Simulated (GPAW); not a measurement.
# Na/Pd(110) in an electric field, part 2 of 2

Aim: the dipole that a field along the normal induces in Na/Pd(110).

GPAW 26.7.0; GPAW, PAW setups; slab in vacuum, relaxation (the session's first sound run).

So far, upper work function (eV): step 2 (relaxation) 3.05; step 3 (plane waves, PBE) 3.05.

## (6) Field on

run.py reads:

```python
import json
import numpy as np
from ase import Atoms
from gpaw import GPAW, PW
from gpaw.external import ConstantElectricField

slab = Atoms(
    ['Pd', 'Pd', 'Pd', 'Pd', 'Pd', 'Na'],
    positions=[
        [0.00000, 0.00000, 9.00000],
        [1.94500, 1.37532, 10.37532],
        [0.00000, 0.00000, 11.75065],
        [1.94500, 1.37532, 13.24730],
        [0.00000, -0.00000, 14.53970],
        [0.00000, 0.00000, 17.24822]],
    cell=[[3.89, 0.0, 0.0], [0.0, 2.75065, 0.0], [0.0, 0.0, 26.70379]],
    pbc=[True, True, False])

slab.calc = GPAW(mode=PW(400), xc='PBE', kpts={'size': (8, 11, 1), 'gamma': True},
                 occupations={'name': 'fermi-dirac', 'width': 0.1}, nbands='160%',
                 convergence={'density': 1e-05}, maxiter=200,
                 poissonsolver={'dipolelayer': 'xy'},
                 external=ConstantElectricField(-0.05, [0, 0, 1]),
                 symmetry={'tolerance': 1e-3}, txt='slab.txt')
result = {}
energy = slab.get_potential_energy()
fermi = slab.calc.get_fermi_level()
v = slab.calc.get_electrostatic_potential().mean((0, 1)) - fermi
n = slab.calc.get_pseudo_density().mean((0, 1))
L = slab.cell[2, 2]
z = np.arange(len(v)) * L / len(v)
low, high = slab.positions[:, 2].min(), slab.positions[:, 2].max()
below, above = np.interp([low - 6.8, high + 6.8], z, v)
slopes = [np.interp(x, z, np.gradient(v, z)) for x in (low - 6.8, high + 6.8)]
eps = np.array([[slab.calc.get_eigenvalues(k, s) for k in range(len(slab.calc.get_ibz_k_points()))]
                for s in range(slab.calc.get_number_of_spins())]) - fermi
top, bottom = eps[eps < 0].max(), eps[eps > 0].min()
dipole = slab.get_dipole_moment()[2]
print(f'energy {energy:.4f} eV, Fermi level {fermi:.4f} eV, dipole {dipole:.5f} e A')
print(f'potential 6.8 A off the faces, from the Fermi level: lower {below:.4f} eV, upper {above:.4f} eV')
print(f'slope of the potential there: lower {slopes[0]:.5f}, upper {slopes[1]:.5f} eV/A')
print(f'nearest levels on the mesh: {top:.4f} and {bottom:.4f} eV')
print('magnetic moment', round(slab.get_magnetic_moment(), 3))
result.update(energy=energy, fermi=fermi, dipole=dipole, below=below, above=above, slopes=slopes, edges=[top, bottom],
              z=z.tolist(), v=v.tolist(), n=n.tolist(), positions=slab.positions.tolist(),
              forces=slab.get_forces(apply_constraint=False).tolist(), moments=slab.get_magnetic_moments().tolist())
json.dump(result, open('result.json', 'w'))
```

The run is started by

```console
$ OMP_NUM_THREADS=1 OPENBLAS_NUM_THREADS=1 python run.py
```

What it wrote:

```text
energy -18.5315 eV, Fermi level 0.0252 eV, dipole 0.06596 e A
potential 6.8 A off the faces, from the Fermi level: lower 4.4785 eV, upper 3.3624 eV
slope of the potential there: lower 0.00002, upper 0.00018 eV/A
nearest levels on the mesh: -0.0092 and 0.0033 eV
magnetic moment 0.0
```

Run time: 12 min. Hardware: 1 thread of Arm Neoverse V2, shared host; peak memory 0.55 GiB.

The electrostatic potential energy of an electron (without an applied field's), less the Fermi level, planar mean oscillates, so the rows of the table below give means over windows of 0.5 Å about each position, cut where the curve ends. Its maxima inside the range that stand out by 2 % of the span (Å: eV): 3.74: 4.48, 9.72: -5.74, 11.11: -6.04, 12.50: -4.15, 13.89: -6.92, 15.81: 3.12. Its minima: 8.97: -12.7, 10.36: -13.4, 11.75: -13.2, 13.25: -13.3, 14.53: -12.8, 17.30: -4.46.

Electrostatic potential energy of an electron (without an applied field's), less the Fermi level, planar mean against z; means over each step:

z (Å), electrostatic potential energy of an electron (without an applied field's), less the Fermi level, planar mean (eV) and a bar from the least value:
```
      0.0        4.1 #############################
      0.5        4.4 ##############################
      1.0        4.5 ##############################
      1.5        4.5 ##############################
      2.0        4.5 ##############################
      2.5        4.5 ##############################
      3.0        4.5 ##############################
      3.5        4.5 ##############################
      4.0        4.5 ##############################
      4.5        4.5 ##############################
      5.0        4.5 ##############################
      5.5        4.5 ##############################
      6.0        4.5 ##############################
      6.5        4.4 ##############################
      7.0        4.3 ##############################
      7.5        3.9 #############################
      8.0        2.1 ##########################
      8.5       -4.5 ##############
      9.0      -11.8 
      9.5       -7.4 ########
     10.0       -9.0 #####
     10.5      -12.0 
     11.0       -6.9 #########
     11.5      -10.7 ##
     12.0      -10.2 ###
     12.5       -5.0 #############
     13.0      -10.3 ###
     13.5      -10.9 ##
     14.0       -8.0 #######
     14.5      -11.8 
     15.0       -5.0 #############
     15.5        2.0 #########################
     16.0        2.8 ###########################
     16.5        0.6 #######################
     17.0       -3.2 ################
     17.5       -3.5 ###############
     18.0       -0.5 #####################
     18.5        1.5 #########################
     19.0        2.5 ##########################
     19.5        3.0 ###########################
     20.0        3.2 ############################
     20.5        3.3 ############################
     21.0        3.3 ############################
     21.5        3.4 ############################
     22.0        3.4 ############################
     22.5        3.4 ############################
     23.0        3.4 ############################
     23.5        3.4 ############################
     24.0        3.4 ############################
     24.5        3.4 ############################
     25.0        3.4 ############################
     25.5        3.4 ############################
     26.0        3.4 ############################
     26.5        3.5 ############################
```

## (7) Field on

run.py, as its differences from that of step 6:

```diff
@@ -22,3 +22,3 @@
                  poissonsolver={'dipolelayer': 'xy'},
-                 external=ConstantElectricField(-0.05, [0, 0, 1]),
+                 external=ConstantElectricField(0.05, [0, 0, 1]),
                  symmetry={'tolerance': 1e-3}, txt='slab.txt')
```

What it wrote:

```text
energy -18.5419 eV, Fermi level 0.0413 eV, dipole 0.13726 e A
potential 6.8 A off the faces, from the Fermi level: lower 5.0531 eV, upper 2.7314 eV
slope of the potential there: lower 0.00007, upper 0.00013 eV/A
nearest levels on the mesh: -0.0092 and 0.0032 eV
magnetic moment 0.0
```

Wall time 11 min (1 thread); peak memory 0.55 GiB.

The electrostatic potential energy of an electron (without an applied field's), less the Fermi level, planar mean oscillates, so the rows of the table below give means over windows of 1 Å about each position, cut where the curve ends. Its maxima inside the range that stand out by 2 % of the span (Å: eV): 4.0: 5.05, 9.7: -5.37, 11.1: -5.81, 12.5: -4.07, 13.9: -6.98, 15.8: 2.88. Its minima: 9.0: -12.3, 10.4: -13.1, 11.7: -13.0, 13.2: -13.3, 14.5: -12.9, 17.3: -4.87.

Electrostatic potential energy of an electron (without an applied field's), less the Fermi level, planar mean against z; means over each step:

z (Å), electrostatic potential energy of an electron (without an applied field's), less the Fermi level, planar mean (eV) and a bar from the least value:
```
        0        4.6 #############################
        1        5.1 ##############################
        2        5.1 ##############################
        3        5.1 ##############################
        4        5.1 ##############################
        5        5.1 ##############################
        6        5.0 ##############################
        7        4.9 ##############################
        8        2.0 ########################
        9       -9.4 
       10       -9.0 #
       11       -8.2 ###
       12       -9.3 
       13       -9.5 
       14       -9.3 
       15       -5.4 #########
       16        2.2 ########################
       17       -3.1 #############
       18       -1.1 #################
       19        1.9 #######################
       20        2.6 #########################
       21        2.7 #########################
       22        2.7 #########################
       23        2.7 #########################
       24        2.7 #########################
       25        2.7 #########################
       26        2.8 #########################
```

## (8) In a field

run.py, as its differences from that of step 7:

```diff
@@ -22,3 +22,3 @@
                  poissonsolver={'dipolelayer': 'xy'},
-                 external=ConstantElectricField(0.05, [0, 0, 1]),
+                 external=ConstantElectricField(0.1, [0, 0, 1]),
                  symmetry={'tolerance': 1e-3}, txt='slab.txt')
```

What it wrote:

```text
energy -18.5498 eV, Fermi level 0.0480 eV, dipole 0.17272 e A
potential 6.8 A off the faces, from the Fermi level: lower 5.3412 eV, upper 2.4197 eV
slope of the potential there: lower 0.00006, upper 0.00012 eV/A
nearest levels on the mesh: -0.0093 and 0.0032 eV
magnetic moment 0.0
```

It took 9.9 min on 1 thread; peak memory 0.55 GiB.

The electrostatic potential energy of an electron (without an applied field's), less the Fermi level, planar mean oscillates, so the rows of the table below give means over windows of 1 Å about each position, cut where the curve ends. Its maxima inside the range that stand out by 2 % of the span (Å: eV): 3.7: 5.34, 9.7: -5.19, 11.1: -5.70, 12.5: -4.02, 13.9: -7.01, 15.8: 2.76. Its minima: 9.0: -12.1, 10.4: -12.9, 11.7: -13.0, 13.2: -13.3, 14.5: -13.0, 17.3: -5.07.

Table of electrostatic potential energy of an electron (without an applied field's), less the Fermi level, planar mean by z; means over each step:

| z (Å) | electrostatic potential energy of an electron (without an applied field's), less the Fermi level, planar mean (eV) |
| --- | --- |
| 0 | 4.79 |
| 1 | 5.34 |
| 2 | 5.34 |
| 3 | 5.34 |
| 4 | 5.34 |
| 5 | 5.34 |
| 6 | 5.33 |
| 7 | 5.14 |
| 8 | 2.22 |
| 9 | -9.18 |
| 10 | -8.79 |
| 11 | -8.11 |
| 12 | -9.23 |
| 13 | -9.46 |
| 14 | -9.38 |
| 15 | -5.44 |
| 16 | 2.03 |
| 17 | -3.25 |
| 18 | -1.38 |
| 19 | 1.58 |
| 20 | 2.28 |
| 21 | 2.40 |
| 22 | 2.42 |
| 23 | 2.42 |
| 24 | 2.42 |
| 25 | 2.42 |
| 26 | 2.49 |

The dipole is now 0.173 e Å, against 0.10 in the run without a field.

## (9) In a field

run.py, as its differences from that of step 8:

```diff
@@ -22,3 +22,3 @@
                  poissonsolver={'dipolelayer': 'xy'},
-                 external=ConstantElectricField(0.1, [0, 0, 1]),
+                 external=ConstantElectricField(0.2, [0, 0, 1]),
                  symmetry={'tolerance': 1e-3}, txt='slab.txt')
```

What it wrote:

```text
energy -18.5708 eV, Fermi level 0.0601 eV, dipole 0.24370 e A
potential 6.8 A off the faces, from the Fermi level: lower 5.9207 eV, upper 1.7989 eV
slope of the potential there: lower 0.00003, upper 0.00008 eV/A
nearest levels on the mesh: -0.0092 and 0.0032 eV
magnetic moment 0.0
```

Run time: 11 min. Hardware: 1 thread; peak memory 0.55 GiB.

The dipole is now 0.244 e Å, against 0.10 in the run without a field.

## (10) In a field

run.py, as its differences from that of step 9:

```diff
@@ -22,3 +22,3 @@
                  poissonsolver={'dipolelayer': 'xy'},
-                 external=ConstantElectricField(0.2, [0, 0, 1]),
+                 external=ConstantElectricField(0.3, [0, 0, 1]),
                  symmetry={'tolerance': 1e-3}, txt='slab.txt')
```

What it wrote:

```text
energy -18.5990 eV, Fermi level 0.0695 eV, dipole 0.31434 e A
potential 6.8 A off the faces, from the Fermi level: lower 6.5022 eV, upper 1.1859 eV
slope of the potential there: lower 0.00002, upper 0.00007 eV/A
nearest levels on the mesh: -0.0093 and 0.0031 eV
magnetic moment 0.0
```

Elapsed: 11 min, on 1 thread; peak memory 0.55 GiB.

The electrostatic potential energy of an electron (without an applied field's), less the Fermi level, planar mean oscillates, so the rows of the table below give means over windows of 1 Å about each position, cut where the curve ends. Its maxima inside the range that stand out by 2 % of the span (Å: eV): 3.3: 6.50, 9.7: -4.47, 11.1: -5.25, 12.5: -3.85, 13.9: -7.11, 15.8: 2.27. Its minima: 9.0: -11.2, 10.4: -12.3, 11.7: -12.6, 13.2: -13.2, 14.5: -13.2, 17.3: -5.87.

Table of electrostatic potential energy of an electron (without an applied field's), less the Fermi level, planar mean by z; means over each step:

| z (Å) | electrostatic potential energy of an electron (without an applied field's), less the Fermi level, planar mean (eV) |
| --- | --- |
| 0 | 5.51 |
| 1 | 6.50 |
| 2 | 6.50 |
| 3 | 6.50 |
| 4 | 6.50 |
| 5 | 6.50 |
| 6 | 6.48 |
| 7 | 6.27 |
| 8 | 3.27 |
| 9 | -8.31 |
| 10 | -8.12 |
| 11 | -7.64 |
| 12 | -8.96 |
| 13 | -9.38 |
| 14 | -9.51 |
| 15 | -5.77 |
| 16 | 1.51 |
| 17 | -3.98 |
| 18 | -2.34 |
| 19 | 0.457 |
| 20 | 1.07 |
| 21 | 1.17 |
| 22 | 1.18 |
| 23 | 1.19 |
| 24 | 1.19 |
| 25 | 1.19 |
| 26 | 1.31 |

The dipole is now 0.314 e Å, against 0.10 in the run without a field.

## (11) The series

The members are put on one axis.

This step: induced dipole against applied field (GPAW 26.7.0).

Table of dipole along the normal by field:

| field (V/Å) | dipole along the normal (e·Å) |
| --- | --- |
| -0.200 | -0.0417 |
| -0.100 | 0.0302 |
| -0.050 | 0.0660 |
| 0.000 | 0.102 |
| 0.050 | 0.137 |
| 0.100 | 0.173 |
| 0.200 | 0.244 |
| 0.300 | 0.314 |

## (12) A changed run

One more run, with changed settings.

This step: GPAW, PAW setups; slab in vacuum (GPAW 26.7.0).

run.py, as its differences from that of step 10:

```diff
@@ -4,3 +4,2 @@
 from gpaw import GPAW, PW
-from gpaw.external import ConstantElectricField
 
@@ -18,7 +17,6 @@
 
-slab.calc = GPAW(mode=PW(400), xc='PBE', kpts={'size': (8, 11, 1), 'gamma': True},
+slab.calc = GPAW(mode=PW(400), xc='PBE', kpts={'size': (1, 1, 1), 'gamma': True},
                  occupations={'name': 'fermi-dirac', 'width': 0.1}, nbands='160%',
-                 convergence={'density': 1e-05}, maxiter=200,
+                 convergence={'density': 1e-05}, maxiter=100,
                  poissonsolver={'dipolelayer': 'xy'},
-                 external=ConstantElectricField(0.3, [0, 0, 1]),
                  symmetry={'tolerance': 1e-3}, txt='slab.txt')
```

What it wrote:

```text
energy -27.7941 eV, Fermi level -1.0636 eV, dipole 0.09251 e A
potential 6.8 A off the faces, from the Fermi level: lower 5.9119 eV, upper 4.3475 eV
slope of the potential there: lower -0.00003, upper 0.00009 eV/A
nearest levels on the mesh: -0.0179 and 0.0285 eV
magnetic moment 0.0
```

It took 16 s on 1 thread; peak memory 0.19 GiB.

The run finished. A setting was moved off its sound value on purpose, so it serves as a test and not as the result.

The fault put into the input: one k-point (kpts = [1, 1]).

Side by side:

| quantity | this run | sound run | difference |
| --- | --- | --- | --- |
| dipole along the normal (e·Å) | 0.092506 | 0.10172 | -0.00922 |
| upper work function (eV) | 4.3475 | 3.0463 | 1.30 |
| lower work function (eV) | 5.9119 | 4.7662 | 1.15 |

One result that differs is the upper work function, 4.35 eV against 3.05 eV.

## (13) Summary of results

* work function, upper and lower face: 3.046 and 4.766 eV
* dipole along the normal: 0.102 e Å
* induced dipole per field: 0.712 e Å per V/Å
* out-of-plane polarisability per area, α/(ε0 A): 12.0 Å

The field induces 0.712 e Å per V/Å, a polarisable thickness α/(ε0 A) of 12.0 Å beside 8.25 Å between the outermost nuclei. A perfect conductor would give the distance between its two image planes; a dielectric of thickness t gives t(1 - 1/ε). The two faces differ by 1.7 eV, the step that the slab's dipole makes (e p/(ε0 A) gives 1.7 eV), so the dipole layer is needed. The induced dipole is linear in the field over this range. The cell of 10.7 Å² holds one Na, started on one chosen site; other sites and coverages weren't tried. The in-plane lattice was kept as typed, which isn't the functional's own and leaves some strain; spin-orbit coupling and temperature are left out.

[Logs are printed without paths, hosts, clocks, repeated set-up lines and the standing remarks that a program may print on its own settings, such as how far it seeks lower states.]

[Hosts, paths, dates, database ids (printed as entryN), source tags and the programs' standing remarks are cut or masked in the printed files.]
